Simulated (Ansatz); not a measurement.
# Rb on Pd(100): change of the work function

How does one ordered layer of Rb (hollow site) change the work function of Pd(100), and what dipole does each adsorbate carry?

Main program and level: Ansatz 0.2.0; plane-wave DFT, PBE, Ansatz PAW, in the first sound run; inputs show where later runs differ.

**1. Set-up**

The cell holds 4 atoms: 4 Pd. Its edges and angles: a = 2.751 Å, b = 2.751 Å, c = 23.835 Å, α = 90.0°, β = 90.0°, γ = 90.0°. Vacuum lies along c.

**2. The clean slab**

The bare slab comes first, as the zero from which every change is counted. The two lowest layers are held at bulk places and the upper ones relax. The dipole correction removes the false field that a one-sided slab makes across the periodic vacuum, so each face gets a flat vacuum level of its own.

The input, input.yaml:

```yaml
crystal:
  lattice:
    - [2.7506453788, 0.0, 0.0]
    - [0.0, 2.7506453788, 0.0]
    - [0.0, 0.0, 23.835]
  atoms:
    - { symbol: Pd, position: [0.5, 0.5, 0.3775959723] }
    - { symbol: Pd, position: [0.0, 0.0, 0.4591986574] }
    - { symbol: Pd, position: [0.5, 0.5, 0.5408013426] }
    - { symbol: Pd, position: [0.0, 0.0, 0.6224040277] }
kpoints:
  mp_grid: { grid: [11, 11, 1] }
hamiltonian:
  xc: pbe
scf:
  occupations: { method: fermi_dirac, width: 0.1 }
  convergence: { dr2_threshold: 1.0e-08 }
efield:
  axis: 3
  dipole_correction: true
  ramp_position: 0.97
  ramp_width: 0.06
relax:
  f_tol: 0.02
  max_steps: 60
  constraints: [{ sites: [0, 1] }]
output:
  write_potential: true
  write_density: true
  volumetric_format: npy
```

On the command line:

```console
$ ansatz run input.yaml --threads 4 --pin off --max-ram 6144MiB --backend cpu --events-out ev --progress --plain --runs-dir out
```

Output:

```text
Engine: ansatz 0.2.0, aarch64-unknown-linux-gnu
Pseudopotentials: kind: paw
Pseudopotential: Pd, paw, valence charge 18, recommended cutoff 420 eV (normal), Pd.paw.azcp
Functional definition: PBE
  parameter kappa = 0.804
  parameter beta = 0.066725
  exchange = pbe_x(kappa = kappa, mu = beta*pi^2/3)
  correlation = pbe_c(beta = beta)
Crystal: 4 atoms, lattice volume = 180.337 Å³
Basis set: ecut = 420 eV, 3579 PW (Γ), exchange–correlation on 40×40×320 points (8 copies of the dense FFT grid, shifted against one another)
Bands: 44, of which v1, the nominal top of the filled ones, is band 36 counted from 1 (35 counted from 0)
Symmetry: 8 space group operations
k-points: 21 of 121
Non-local potential: Pd, projectors of the file, l = 0: 2, l = 1: 2, l = 2: 2, l = 3: 1
PAW form: soft (Blöchl's): semilocal exchange-correlation on the pseudo side does not see the compensation charge
PAW one-centre angular grid: Pd, 590 points (default); XC on 64 Gauss nodes
Initial density: superposition of atomic densities (neutral atoms: chi_scale 0, normalization atom), corrected by the library's trained network
Initial wavefunctions: pseudopotential atomic-orbital guess
Functional: x = pbe(κ = 0.804, μ = 0.219515), c = pbe(β = 0.066725)
SCF iter   1: F=—  HF=-27890.100199 eV  |F-HF|=—  |Δ(HF+E_count)|=         —  Δρ=8.21e-3  dr2=7.83e-1  ethr=1.77e-3  p=0.000 e·Å  D=1.08e-13 V/Å  ΔV_dip=-0.00 eV  dr2_dipole=9.41e-8  V_vac-E_F(+/−)=4.79/4.79 eV  ⟨swp⟩=8.6  Hψ=4200  notcnv=0  defer=8
efield: sawtooth ramp at fractional position 0.9700 (set: `efield.ramp_position`, or a place that a band, a saddle search or an elastic batch's reference lends), width 0.0600; the density the first Hamiltonian is built on has a dipole p = 0.000 e·Å; the dipole correction subtracts the counter field D = 1.08e-13 V/Å, which shifts the + side's vacuum level by -0.00 eV against the − side's; the planar-averaged density in the ramp window peaks in size at 7.1e-6 e/Å³
preconditioner: auto → LDOS  [metal: Δε(μ)=0.013 eV  Ē_g=7.035 eV  σ=0.100 eV  W_gap=0.03  n_scr=28 (ndim 8)  ℏωp=17.5 eV  f_vac=0.617  D(μ)=8.06/eV (n_scr^D=72)  β→1.0]
SCF iter   2: F=—  HF=-27890.084058 eV  |F-HF|=—  |Δ(HF+E_count)|=   1.61e-2  Δρ=7.04e-3  dr2=1.29e-1  ethr=1.09e-3  p=0.000 e·Å  D=1.61e-5 V/Å  ΔV_dip=-0.00 eV  dr2_dipole=1.69e-7  V_vac-E_F(+/−)=5.14/5.14 eV  ⟨swp⟩=2.7  Hψ=1230  notcnv=0  defer=26
SCF iter   3: F=—  HF=-27890.071524 eV  |F-HF|=—  |Δ(HF+E_count)|=   1.25e-2  Δρ=2.89e-3  dr2=7.72e-2  ethr=1.80e-4  p=0.000 e·Å  D=3.33e-6 V/Å  ΔV_dip=-0.00 eV  dr2_dipole=1.22e-8  V_vac-E_F(+/−)=5.03/5.03 eV  ⟨swp⟩=2.2  Hψ=1422  notcnv=0  defer=26
SCF iter   4: F=—  HF=-27890.069106 eV  |F-HF|=—  |Δ(HF+E_count)|=   2.42e-3  Δρ=7.04e-4  dr2=1.47e-3  ethr=1.07e-4  p=0.000 e·Å  D=1.04e-6 V/Å  ΔV_dip=-0.00 eV  dr2_dipole=3.66e-9  V_vac-E_F(+/−)=5.09/5.09 eV  ⟨swp⟩=1.7  Hψ=928  notcnv=0  defer=26
SCF iter   5: F=—  HF=-27890.069467 eV  |F-HF|=—  |Δ(HF+E_count)|=   3.61e-4  Δρ=2.45e-4  dr2=9.01e-5  ethr=2.05e-6  p=0.000 e·Å  D=2.98e-6 V/Å  ΔV_dip=-0.00 eV  dr2_dipole=3.10e-9  V_vac-E_F(+/−)=5.10/5.10 eV  ⟨swp⟩=2.0  Hψ=1383  notcnv=0  defer=26
SCF iter   6: F=—  HF=-27890.069652 eV  |F-HF|=—  |Δ(HF+E_count)|=   1.85e-4  Δρ=4.93e-5  dr2=6.36e-6  ethr=1.25e-7  p=0.000 e·Å  D=2.56e-7 V/Å  ΔV_dip=-0.00 eV  dr2_dipole=1.05e-10  V_vac-E_F(+/−)=5.09/5.09 eV  ⟨swp⟩=2.0  Hψ=1394  notcnv=0  defer=26
SCF iter   7: F=—  HF=-27890.069653 eV  |F-HF|=—  |Δ(HF+E_count)|=   6.59e-7  Δρ=2.18e-5  dr2=1.13e-6  ethr=8.83e-9  p=0.000 e·Å  D=2.07e-7 V/Å  ΔV_dip=-0.00 eV  dr2_dipole=4.90e-12  V_vac-E_F(+/−)=5.09/5.09 eV  ⟨swp⟩=2.8  Hψ=1609  notcnv=0  defer=26
SCF iter   8: F=—  HF=-27890.069653 eV  |F-HF|=—  |Δ(HF+E_count)|=   2.72e-7  Δρ=7.13e-6  dr2=1.40e-7  ethr=1.57e-9  p=0.000 e·Å  D=7.15e-8 V/Å  ΔV_dip=-0.00 eV  dr2_dipole=3.57e-13  V_vac-E_F(+/−)=5.09/5.09 eV  ⟨swp⟩=2.5  Hψ=1586  notcnv=0  defer=26
SCF iter   9: F=—  HF=-27890.069653 eV  |F-HF|=—  |Δ(HF+E_count)|=   1.32e-7  Δρ=2.66e-6  dr2=1.07e-8  ethr=1.94e-10  p=-0.000 e·Å  D=-2.17e-8 V/Å  ΔV_dip=0.00 eV  dr2_dipole=4.96e-13  V_vac-E_F(+/−)=5.09/5.09 eV  ⟨swp⟩=2.1  Hψ=1357  notcnv=0  defer=26
SCF iter  10: F=-27890.069653 eV  HF=-27890.069653 eV  |F-HF|=1.04e-8  |Δ(HF+E_count)|=   7.48e-8  Δρ=6.03e-7  dr2=5.84e-10  ethr=1.39e-11  p=-0.000 e·Å  D=-3.41e-9 V/Å  ΔV_dip=0.00 eV  dr2_dipole=1.19e-13  V_vac-E_F(+/−)=5.09/5.09 eV  ⟨swp⟩=9.1  Hψ=6022  notcnv=0
SCF 1 converged in 10 iterations: F = -27890.069653 eV  dr2 = 5.84e-10
  greatest PAW one-centre occupation: 0.999 electrons in one spin orbital (limit 2), on the Pd atom at site 3 (counted from 0), in its partial waves of l = 0
relax step   1: F+E_penalty+E_count = -27890.06965335 eV  Δ(F+E_penalty+E_count) = +0.000e0 eV  max|allowed force component| = 2.005e-1 eV/Å  Δτ_max = 0.0000 Å  (10 SCF iters, accepted)
Initial density: handed on by an earlier stage of this run
Initial wavefunctions: those handed on with the density
iter 1 solved again at ethr=1.93e-4 eV; its pass at ethr=3.10e-3 eV (dr2=1.39e-1 eV) is discarded
SCF iter   1: F=—  HF=-27890.110763 eV  |F-HF|=—  |Δ(HF+E_count)|=         —  Δρ=8.18e-3  dr2=1.58e-1  ethr=1.93e-4  p=-0.000 e·Å  D=-2.79e-7 V/Å  ΔV_dip=0.00 eV  dr2_dipole=7.53e-3  V_vac-E_F(+/−)=5.12/5.12 eV  ⟨swp⟩=2.0  Hψ=3630  notcnv=0  defer=25
efield: sawtooth ramp at fractional position 0.9700 (set: `efield.ramp_position`, or a place that a band, a saddle search or an elastic batch's reference lends), width 0.0600; the density the first Hamiltonian is built on has a dipole p = -0.000 e·Å; the dipole correction subtracts the counter field D = -2.79e-7 V/Å, which shifts the + side's vacuum level by +0.00 eV against the − side's; the planar-averaged density in the ramp window peaks in size at 2.3e-6 e/Å³
eigensolver tolerance schedule calibrated: the retry pair's looser diagonalisation under-reported the residual by θ = 0.12 (0.10/decade); ethr = c·dr2/N_el runs at the constant in force after the calibration composes with the one it found (an armed cap, an earlier calibration), c = 9.5e-2
preconditioner: auto → LDOS  [metal: Δε(μ)=0.018 eV  Ē_g=7.176 eV  σ=0.100 eV  W_gap=0.05  n_scr=28 (ndim 8)  ℏωp=17.5 eV  f_vac=0.612  D(μ)=8.11/eV (n_scr^D=72)  β→1.0]
SCF iter   2: F=—  HF=-27890.114999 eV  |F-HF|=—  |Δ(HF+E_count)|=   4.24e-3  Δρ=6.17e-3  dr2=1.85e-1  ethr=1.93e-4  p=0.010 e·Å  D=9.68e-3 V/Å  ΔV_dip=-0.23 eV  dr2_dipole=2.68e-2  V_vac-E_F(+/−)=4.87/5.10 eV  ⟨swp⟩=2.6  Hψ=1712  notcnv=0  defer=25
[...]
SCF iter   8: F=—  HF=-27890.081324 eV  |F-HF|=—  |Δ(HF+E_count)|=   1.51e-5  Δρ=2.36e-5  dr2=3.51e-6  ethr=2.11e-8  p=-0.000 e·Å  D=-1.80e-4 V/Å  ΔV_dip=0.00 eV  dr2_dipole=6.78e-8  V_vac-E_F(+/−)=5.11/5.10 eV  ⟨swp⟩=1.6  Hψ=960  notcnv=0  defer=26
SCF iter   9: F=—  HF=-27890.081327 eV  |F-HF|=—  |Δ(HF+E_count)|=   3.82e-6  Δρ=7.43e-6  dr2=2.66e-7  ethr=4.66e-9  p=-0.000 e·Å  D=-1.86e-4 V/Å  ΔV_dip=0.00 eV  dr2_dipole=7.70e-9  V_vac-E_F(+/−)=5.11/5.10 eV  ⟨swp⟩=1.7  Hψ=1059  notcnv=0  defer=26
SCF iter  10: F=—  HF=-27890.081328 eV  |F-HF|=—  |Δ(HF+E_count)|=   2.53e-7  Δρ=2.37e-6  dr2=3.82e-8  ethr=3.52e-10  p=-0.000 e·Å  D=-1.85e-4 V/Å  ΔV_dip=0.00 eV  dr2_dipole=1.97e-9  V_vac-E_F(+/−)=5.11/5.10 eV  ⟨swp⟩=1.9  Hψ=1214  notcnv=0  defer=26
SCF iter  11: F=-27890.081328 eV  HF=-27890.081328 eV  |F-HF|=3.00e-9  |Δ(HF+E_count)|=   2.81e-8  Δρ=1.00e-6  dr2=3.92e-9  ethr=1.33e-11  p=-0.000 e·Å  D=-1.84e-4 V/Å  ΔV_dip=0.00 eV  dr2_dipole=1.41e-11  V_vac-E_F(+/−)=5.11/5.10 eV  ⟨swp⟩=9.3  Hψ=6082  notcnv=0
SCF 2 converged in 11 iterations: F = -27890.081328 eV  dr2 = 3.92e-9
  greatest PAW one-centre occupation: 0.999 electrons in one spin orbital (limit 2), on the Pd atom at site 0 (counted from 0), in its partial waves of l = 0
relax step   2: F+E_penalty+E_count = -27890.08132776 eV  Δ(F+E_penalty+E_count) = -1.167e-2 eV  max|allowed force component| = 6.613e-2 eV/Å  Δτ_max = 0.1300 Å  (11 SCF iters, accepted)
SCF iter   1: F=—  HF=-27890.084827 eV  |F-HF|=—  |Δ(HF+E_count)|=         —  Δρ=2.33e-3  dr2=2.70e-2  ethr=1.35e-4  p=-0.000 e·Å  D=-1.84e-4 V/Å  ΔV_dip=0.00 eV  dr2_dipole=5.22e-3  V_vac-E_F(+/−)=5.10/5.09 eV  ⟨swp⟩=3.2  Hψ=1970  notcnv=0  defer=26
efield: sawtooth ramp at fractional position 0.9700 (set: `efield.ramp_position`, or a place that a band, a saddle search or an elastic batch's reference lends), width 0.0600; the density the first Hamiltonian is built on has a dipole p = -0.000 e·Å; the dipole correction subtracts the counter field D = -1.84e-4 V/Å, which shifts the + side's vacuum level by +0.00 eV against the − side's; the planar-averaged density in the ramp window peaks in size at 9.5e-7 e/Å³
preconditioner: auto → LDOS  [metal: Δε(μ)=0.006 eV  Ē_g=7.143 eV  σ=0.100 eV  W_gap=0.01  n_scr=28 (ndim 8)  ℏωp=17.5 eV  f_vac=0.612  D(μ)=8.11/eV (n_scr^D=72)  β→1.0]
SCF iter   2: F=—  HF=-27890.084505 eV  |F-HF|=—  |Δ(HF+E_count)|=   3.22e-4  Δρ=1.57e-3  dr2=1.23e-2  ethr=3.75e-5  p=-0.002 e·Å  D=-2.28e-3 V/Å  ΔV_dip=0.05 eV  dr2_dipole=1.91e-3  V_vac-E_F(+/−)=5.16/5.10 eV  ⟨swp⟩=2.0  Hψ=1605  notcnv=0  defer=26
SCF iter   3: F=—  HF=-27890.082618 eV  |F-HF|=—  |Δ(HF+E_count)|=   1.89e-3  Δρ=5.35e-4  dr2=1.42e-3  ethr=1.71e-5  p=0.000 e·Å  D=1.73e-4 V/Å  ΔV_dip=-0.00 eV  dr2_dipole=1.44e-4  V_vac-E_F(+/−)=5.10/5.10 eV  ⟨swp⟩=2.0  Hψ=1401  notcnv=0  defer=26
SCF iter   4: F=—  HF=-27890.082462 eV  |F-HF|=—  |Δ(HF+E_count)|=   1.56e-4  Δρ=1.64e-4  dr2=7.29e-5  ethr=1.97e-6  p=-0.000 e·Å  D=-4.63e-5 V/Å  ΔV_dip=0.00 eV  dr2_dipole=8.33e-6  V_vac-E_F(+/−)=5.10/5.10 eV  ⟨swp⟩=2.0  Hψ=1289  notcnv=0  defer=26
SCF iter   5: F=—  HF=-27890.082513 eV  |F-HF|=—  |Δ(HF+E_count)|=   5.10e-5  Δρ=3.43e-5  dr2=8.78e-6  ethr=1.01e-7  p=-0.000 e·Å  D=-1.04e-4 V/Å  ΔV_dip=0.00 eV  dr2_dipole=2.83e-6  V_vac-E_F(+/−)=5.10/5.10 eV  ⟨swp⟩=2.6  Hψ=1489  notcnv=0  defer=26
SCF iter   6: F=—  HF=-27890.082511 eV  |F-HF|=—  |Δ(HF+E_count)|=   2.35e-6  Δρ=1.63e-5  dr2=6.87e-7  ethr=1.22e-8  p=-0.000 e·Å  D=-1.01e-4 V/Å  ΔV_dip=0.00 eV  dr2_dipole=5.16e-8  V_vac-E_F(+/−)=5.10/5.10 eV  ⟨swp⟩=1.5  Hψ=1017  notcnv=0  defer=26
SCF iter   7: F=—  HF=-27890.082511 eV  |F-HF|=—  |Δ(HF+E_count)|=   5.42e-7  Δρ=8.26e-6  dr2=2.47e-7  ethr=9.54e-10  p=-0.000 e·Å  D=-1.19e-4 V/Å  ΔV_dip=0.00 eV  dr2_dipole=1.59e-9  V_vac-E_F(+/−)=5.10/5.10 eV  ⟨swp⟩=1.7  Hψ=1075  notcnv=0  defer=26
SCF iter   8: F=—  HF=-27890.082511 eV  |F-HF|=—  |Δ(HF+E_count)|=   1.20e-8  Δρ=3.59e-6  dr2=7.74e-8  ethr=3.44e-10  p=-0.000 e·Å  D=-1.33e-4 V/Å  ΔV_dip=0.00 eV  dr2_dipole=5.05e-10  V_vac-E_F(+/−)=5.10/5.10 eV  ⟨swp⟩=1.1  Hψ=904  notcnv=0  defer=26
SCF iter   9: F=-27890.082511 eV  HF=-27890.082511 eV  |F-HF|=1.42e-8  |Δ(HF+E_count)|=   2.15e-8  Δρ=1.75e-6  dr2=8.26e-9  ethr=1.39e-11  p=-0.000 e·Å  D=-1.33e-4 V/Å  ΔV_dip=0.00 eV  dr2_dipole=1.51e-11  V_vac-E_F(+/−)=5.10/5.10 eV  ⟨swp⟩=8.2  Hψ=6325  notcnv=0
SCF 3 converged in 9 iterations: F = -27890.082511 eV  dr2 = 8.26e-9
relax step   3: F+E_penalty+E_count = -27890.08251139 eV  Δ(F+E_penalty+E_count) = -1.184e-3 eV  max|allowed force component| = 2.316e-3 eV/Å  Δτ_max = 0.0327 Å  (9 SCF iters, accepted)
NSCF: frozen V_eff on 21 k-points
the band table was solved once a step of the walk had ended and its energy, with any forces and stress, was formed, with the checks that follow a solve (5162 applications of the Hamiltonian). They found nothing against the state; the energy, forces and stress were not computed again (output.eigenvalues in the input reference)
WARN: The input density's exchange-correlation potential varies sharply where the density is thin. Do not read a vacuum level from v_tot or v_xc, or from such a field of the output density. On a cell that repeats whose density bears no net charge and no dipole along the vacuum's axis use v_es (v_loc + v_h of the components); under efield.dipole_correction with no amplitude use v_es + v_field, which holds any external [...]
SCF converged after 9 iterations
Free energy (F): -27890.082511 eV
Harris-Foulkes:  -27890.082511 eV  (|F-HF|=1.42e-8)
Internal energy: -27889.825125 eV  (E = F + TS)
E sigma→0 (E₀):  -27889.953818 eV
Entropy (-TS):   -0.257386 eV (-64.347 meV/atom)
Fermi energy:    3.056890 eV
Dipole field:    D = -0.000128 V/Å  (p = -0.000127 e·Å, saw-weighted, corrected)
Work function:   Φ+ = 5.1043 eV   Φ− = 5.1013 eV
Levels:          The Fermi level and band energies are counted from a zero that moves with the ramp; work functions are not
--- Per-component energies (eV) ---
  E_band       = -1731.108540
  E_kinetic    = 2053.375063
  E_local      = -119246.367240  (includes V_loc(G=0)·N_el)
  E_nonlocal   = 870.754065
  E_hartree    = 58376.764909
  E_xc         = -671.926310
  E_vxc        = -842.552198  (∫ρ·V_xc dr)
  E_paw        = -15002.313891  (= ΣΔE_a)
  E_vpaw       = -1319.837397  (= ΣTr[D̂ρ^β])
  E_aug_tail   = 0.000880  (compensation charges beyond the density's cutoff)
  E_efield     = 0.000000  (sawtooth field / dipole correction)
  E_vefield    = 0.000362  (∫n·V_field dr)
  E_ewald      = 45729.887397
  E_smearing   = -0.257386  (= −TS)
  E_closure    = -0.000000  (closes the sum)
  Σ components = -27890.082511   (vs F -27890.082511, Δ=0.00e0)
--- Forces (eV/Å), atoms counted from 1 ---
  atom   1  Pd    -0.00000000     0.00000000    -0.18792898
  atom   2  Pd     0.00000000     0.00000000     0.18365842
  atom   3  Pd     0.00000000     0.00000000     0.00231618
  atom   4  Pd     0.00000000     0.00000000     0.00198807
  max |Σ_I F_I| component: 3.37e-5 eV/Å
--- Band table (eV; the first three rows and the last of 21) ---
  k-point 0: bands = [... 32 lower, 2.4691, 2.5271, 2.5271, 2.9198, 3.0495, 3.1533, 3.1533, 4.1603, ... 4 higher]
  k-point 1: bands = [... 32 lower, 2.2537, 2.2677, 2.7047, 2.7875, 2.9094, 2.9680, 3.1910, 4.5967, ... 4 higher]
  k-point 2: bands = [... 32 lower, 1.9790, 2.1076, 2.5826, 2.6164, 2.9631, 3.1693, 3.2981, 5.4608, ... 4 higher]
  k-point 20: bands = [... 32 lower, 3.2075, 3.2851, 3.5512, 3.6043, 7.0416, 7.8978, 9.1471, 10.0848, ... 4 higher]
--- Relaxed structure (3 steps of the walk, 3 accepted, 0 SCFs on fresh bases) ---
  F+E_penalty+E_count = -27890.08251139 eV   max|allowed force component| = 2.316e-3 eV/Å
  atoms:
    - { symbol: Pd, position: [0.5, 0.5, 0.377596] }
    - { symbol: Pd, position: [0.0, 0.0, 0.459199] }
    - { symbol: Pd, position: [0.5, 0.5, 0.543317] }
    - { symbol: Pd, position: [0, 0.0, 0.626484] }
```

The job ended after 23 s (4 threads of Arm Neoverse N1, shared host; peak memory 0.53 GiB; 89 s of CPU time).

Relaxation path:

```
step  energy less that of the first step (eV)  largest force component (eV/Å)
   1                                   0.0000                          0.2005
   2                                  -0.0117                          0.0661
   3                                  -0.0129                          0.0023
```

The run keeps the 8 symmetry operations that the program found, so distortions that break them were not tested.

The atoms that moved most (Å):

```
atom     dx     dy     dz  length
 Pd4  0.000  0.000  0.097   0.097
 Pd3  0.000  0.000  0.060   0.060
```

Numbers from this step:

```
energy at zero smearing   : -27889.9538 eV
work function, upper face : 5.104 eV
dipole along the normal   : -1.27e-4 e·Å
```

Running mean over 1.945 Å of the planar mean; the ramp of the sawtooth is left out. Electron's electrostatic potential energy less the Fermi level against z:

```
z (Å)  electron's electrostatic potential energy less the Fermi level (eV)
  3.0                                                                 5.10
  3.5                                                                 5.10
  4.0                                                                 5.10
  4.5                                                                 5.10
  5.0                                                                 5.10
  5.5                                                                 5.09
  6.0                                                                 5.06
  6.5                                                                 4.95
  7.0                                                                 4.54
  7.5                                                                 2.71
  8.0                                                                -1.67
  8.5                                                                -6.20
  9.0                                                                -8.07
  9.5                                                                -8.40
 10.0                                                                -8.46
 10.5                                                                -8.51
 11.0                                                                -8.49
 11.5                                                                -8.20
 12.0                                                                -8.02
 12.5                                                                -8.25
 13.0                                                                -8.43
 13.5                                                                -8.22
 14.0                                                                -8.05
 14.5                                                                -8.14
 15.0                                                                -7.89
 15.5                                                                -5.70
 16.0                                                               -0.965
 16.5                                                                 3.12
 17.0                                                                 4.64
 17.5                                                                 4.98
 18.0                                                                 5.07
 18.5                                                                 5.10
 19.0                                                                 5.10
 19.5                                                                 5.10
 20.0                                                                 5.10
 20.5                                                                 5.10
```

The relaxation took 3 steps and lowered the energy by 0.013 eV; the largest force on the free atoms ends at 0.0023 eV/Å.

The work function of the upper face is 5.10 eV.

[end of part 1 of 4]

[Long decimals in the printed logs are rounded to 6 places.]

[Logs are printed without paths, hosts, clocks, repeated set-up lines and the standing remarks that a program may print on its own settings, such as how far it seeks lower states.]

[Hosts, paths, dates, database ids (printed as entryN), source tags and the programs' standing remarks are cut or masked in the printed files.]

[Maps of the electrostatic potential energy from Ansatz leave out the sawtooth potential of an applied field or a dipole correction, so their vacuum need not be flat; planar profiles and work functions include it.]
